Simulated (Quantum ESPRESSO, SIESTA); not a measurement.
# Deformation of the band gap of monoclinic HfO2 under volume change, QE, PBEsol

Calculated with Quantum ESPRESSO 7.5: PBEsol; plane waves, GBRV 1.5 ultrasoft, 50/300 Ry; k-mesh 4×4×4. The volume is changed from typed lattice constants. Shape and atoms were relaxed at QE, PBEsol at each point. The gap is that between the highest filled and lowest empty Kohn-Sham level on the mesh.

| volume change (%) | gap on the mesh (eV) |
| --- | --- |
| -8 | 4.437 |
| -6 | 4.216 |
| -4 | 4.042 |
| -2 | 3.989 |
| 0 | 3.965 |
| +2 | ? |
| +4 | 4.02 |

Task: Fit a second-order form in the logarithmic strain to the rows given and interpolate to the withheld row.

Worked fit:

With u = ln[(1 + ε)/(1 + ε0)], counted from the row at ε0 = +0 % where y0 = 3.965, a second-order form y = y0 + a u + b u² makes v = (y − y0)/u a line in u.

```
         u         v
-0.0833816  -5.66072
-0.0618754  -4.05654
-0.0408220  -1.88624
-0.0202027  -1.18796
 0.0392207   1.40232
```

With n = 5: mean u = -0.0334122, mean v = -2.27783, Σ(u − ū)² = 0.0088120, Σ(u − ū)(v − v̄) = 0.49846. Slope b = 0.49846 / 0.0088120 = 56.566; intercept a = v̄ − b ū = -0.38782.

At the withheld row u = 0.01980, v = a + b u = 0.7323, and y = y0 + u v.

Prediction at +2: 3.980 eV. The run gave 3.994 eV, so the fit is low by 0.014 eV (0.36 % of the value).

The first-order term, -0.39 eV per unit of ln V, is the slope of the fitted parabola at ε0; it is a deformation potential only where one valley holds the gap over the whole range, and a kink or a flat stretch in the table makes it differ from the local slope. The second-order term makes up 153 % of v at the withheld row. Among the rows given, the largest miss of the fit is at -8, by 0.046 eV (9.8 % of the range of the table).

Limits: The nuclei are static. The DFT runs use Fermi–Dirac occupations of width 0.01 eV, and energies are free energies. The mesh holds the band edges only if they lie on it, and semilocal functionals put gaps under measured ones. The rows don't follow a smooth parabola (r.m.s. departure 3.7 % of their range), so v is no line in u and the first-order term is poorly fixed; a kink, the k-mesh or scatter of the relaxations can each do this.

[Logs are printed without paths, hosts, clocks, repeated set-up lines and the standing remarks that a program may print on its own settings, such as how far it seeks lower states.]

[Hosts, paths, dates, database ids (printed as entryN), source tags and the programs' standing remarks are cut or masked in the printed files.]
